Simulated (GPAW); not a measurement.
**KNaCl2 (R-3m): G0W0 on several meshes in GPAW**

How does the mesh move the gap of KNaCl2 (R-3m)?

Method: LDA and many-body steps on it, plane waves, in GPAW 26.7.0.

Most raw output is cut from this account.

### Step 1. Starting point

Symmetry: R-3m, No. 166, trigonal system. Conventional cell: a = 4.173 Å, b = 4.173 Å, c = 20.848 Å, α = 90.00°, β = 90.00°, γ = 120.00°. Nearest to K lie 6 Cl at 3.09 Å. Na has 6 Cl at 2.86 Å nearest. Nearest to Cl lie 3 Na at 2.86 Å and 3 K at 3.09 Å. Farther neighbours and most contacts between anions are not listed.

Coordinates:

```xyz
4
Lattice="2.0863 1.2045 6.9495 -2.0863 1.2045 6.9495 0.0000 -2.4091 6.9495" Properties=species:S:1:pos:R:3 pbc="T T T"
K     0.0000    0.0000   10.4242
Na    0.0000    0.0000    0.0000
Cl    0.0000    0.0000   15.4376
Cl    0.0000    0.0000    5.4109
```

The cell and positions are those that the Materials Project relaxed with its own functionals (PBE, PBE+U or r2SCAN), kept fixed.

### Step 2. Empty states on the mesh, 4×4×4 mesh, 180 bands

This step: GPAW 26.7.0; DFT, LDA, plane waves, PAW.

The sums over transitions need many empty states on a uniform mesh; this step solves for them.

File run.py:

```python
import json
import numpy as np
from gpaw.mpi import world
from gpaw import GPAW

calc = GPAW('gs.gpw').fixed_density(kpts={'size': (4, 4, 4), 'gamma': True},
    parallel={'domain': 1, 'band': 1},
    txt='nscf.txt')
calc.diagonalize_full_hamiltonian(nbands=180)
calc.write('full.gpw', mode='all')
res = {}
kpts = calc.get_ibz_k_points()
res['kpts'] = kpts
res['eigenvalues'] = [calc.get_eigenvalues(kpt=k) for k in range(len(kpts))]
res['n_electrons'] = calc.get_number_of_electrons()

if world.rank == 0:
    with open('result.json', 'w') as f:
        json.dump(res, f, default=lambda x: x.tolist())
```

Command:

```console
mpirun -n 4 gpaw python run.py
```

Run time: 1.9 min. Hardware: 4 MPI ranks of Arm Neoverse N1, shared host; peak memory 2.4 GiB.

This step gave:

```yaml
gap: 4.696 eV
k_of_the_valence_top: 0, 0, 0
k_of_the_conduction_bottom: 0, 0, 0
least_direct_gap: 4.696 eV
k_points_computed: 13
lowest_point_of_the_top_converged_band_above_the_valence_top: 73.2555 eV
```

On this mesh the gap is 4.696 eV.

### Step 3. 4×4×4

G0W0 replaces the xc potential by the self-energy, built once from these orbitals. Only a window of levels is corrected, while the sums run over the empty bands that the input names.

This step: G0W0 on LDA, plane waves, PAW.

File run.py:

```python
import json
import numpy as np
from gpaw.mpi import world
from gpaw.response.g0w0 import G0W0

gw = G0W0('full.gpw',
    filename='gw',
    kpts=[0],
    bands=(13, 17),
    ecut=48,
    nbands=79,
    integrate_gamma='WS',
    ppa=True)
gw.calculate()
res = {mode: {k: v for k, v in r.items() if k != 'sigma_eskwn'}
       for mode, r in gw.all_results.items()}

if world.rank == 0:
    with open('result.json', 'w') as f:
        json.dump(res, f, default=lambda x: x.tolist())
```

Command:

```console
mpirun -n 4 gpaw python run.py
```

Run time: 3.1 min. Hardware: 4 MPI ranks; peak memory 2 GiB; 12 min of CPU time.

Numbers from this step:

| Item | Value |
| --- | --- |
| G0W0 gap on the points computed | 7.435 eV |
| least direct G0W0 gap on the computed points | 7.435 eV |
| Z at the valence top | 0.8210 |
| Z at the conduction bottom | 0.8716 |
| starting gap on the mesh | 4.696 eV |
| k of the valence top | 0, 0, 0 |
| k of the conduction bottom | 0, 0, 0 |

The gap on the mesh goes from 4.70 eV to 7.44 eV, a correction of +2.74 eV.

### Step 4. Empty states on the mesh, 2×2×2 mesh, 89 bands

This step: DFT, LDA, plane waves, PAW.

File run.py:

```python
import json
import numpy as np
from gpaw.mpi import world
from gpaw import GPAW

calc = GPAW('gs.gpw').fixed_density(kpts={'size': (2, 2, 2), 'gamma': True},
    nbands=103,
    convergence={'bands': 89},
    txt='nscf.txt')
calc.write('full.gpw', mode='all')
res = {}
kpts = calc.get_ibz_k_points()
res['kpts'] = kpts
res['eigenvalues'] = [calc.get_eigenvalues(kpt=k) for k in range(len(kpts))]
res['n_electrons'] = calc.get_number_of_electrons()

if world.rank == 0:
    with open('result.json', 'w') as f:
        json.dump(res, f, default=lambda x: x.tolist())
```

Command:

```console
mpirun -n 4 gpaw python run.py
```

The job ended after 27 s (4 MPI ranks; peak memory 0.91 GiB; 1.8 min of CPU time).

Numbers from this step:

```yaml
gap: 4.696 eV
k_of_the_valence_top: 0, 0, 0
k_of_the_conduction_bottom: 0, 0, 0
least_direct_gap: 4.696 eV
k_points_computed: 4
lowest_point_of_the_top_converged_band_above_the_valence_top: 42.56 eV
```

On this mesh the gap is 4.696 eV.

### Step 5. 2×2×2

This step: G0W0 on LDA, plane waves, PAW.

File run.py:

```python
import json
import numpy as np
from gpaw.mpi import world
from gpaw.response.g0w0 import G0W0

gw = G0W0('full.gpw',
    filename='gw',
    kpts=[0],
    bands=(13, 17),
    ecut=48,
    nbands=79,
    integrate_gamma='WS',
    ppa=True)
gw.calculate()
res = {mode: {k: v for k, v in r.items() if k != 'sigma_eskwn'}
       for mode, r in gw.all_results.items()}

if world.rank == 0:
    with open('result.json', 'w') as f:
        json.dump(res, f, default=lambda x: x.tolist())
```

Command:

```console
mpirun -n 4 gpaw python run.py
```

Wall time 19 s (4 MPI ranks); peak memory 1.5 GiB; 76 s of CPU time.

This step gave:

| Item | Value |
| --- | --- |
| G0W0 gap on the points computed | 7.434 eV |
| least direct G0W0 gap on the computed points | 7.434 eV |
| Z at the valence top | 0.8204 |
| Z at the conduction bottom | 0.8671 |
| starting gap on the mesh | 4.696 eV |
| k of the valence top | 0, 0, 0 |
| k of the conduction bottom | 0, 0, 0 |

Against G0W0 in GPAW (4×4×4 mesh, 79 bands, screening to 48 eV, Godby-Needs plasmon pole), the gap moves by −0.002 eV.

### Step 6. Side by side

Times are wall times on 4 MPI ranks of Arm Neoverse N1, shared host, good to a factor of about two.

```csv
run,mesh,bands,screening cutoff (eV),DFT gap (eV),gap on the mesh (eV),direct (eV),time
4×4×4,4×4×4,79,48,4.696,7.435,7.435,3.1 min
2×2×2,2×2×2,79,48,4.696,7.434,7.434,19 s
```

### Step 7. Summary of results

| Item | Value |
| --- | --- |
| 4×4×4 | 7.435 eV |
| 2×2×2 | 7.434 eV |
| known limits | not at the basis limit; coarse k mesh |

In words: 2×2×2: −0.002 eV against 4×4×4. Bands and cutoff are finite, so the gap is not at the basis limit. The miss can reach some tenths of an eV and take either sign; the mesh is an error of its own. These stock PAW sets were not made for GW. In the G0W0 runs levels were corrected at 1 k point alone, so a gap called «on the mesh» is the least over those, and an edge elsewhere would be missed.

[Paths, hosts, dates, memory and timing lines, banners, echoed tables and standing remarks are left out of the program output.]

[Logs are printed without paths, hosts, clocks, repeated set-up lines and the standing remarks that a program may print on its own settings, such as how far it seeks lower states.]

[Runs of the session that timed out or met a known fault of the program may be left out.]

[Hosts, paths, dates, database ids (printed as entryN), source tags and the programs' standing remarks are cut or masked in the printed files.]
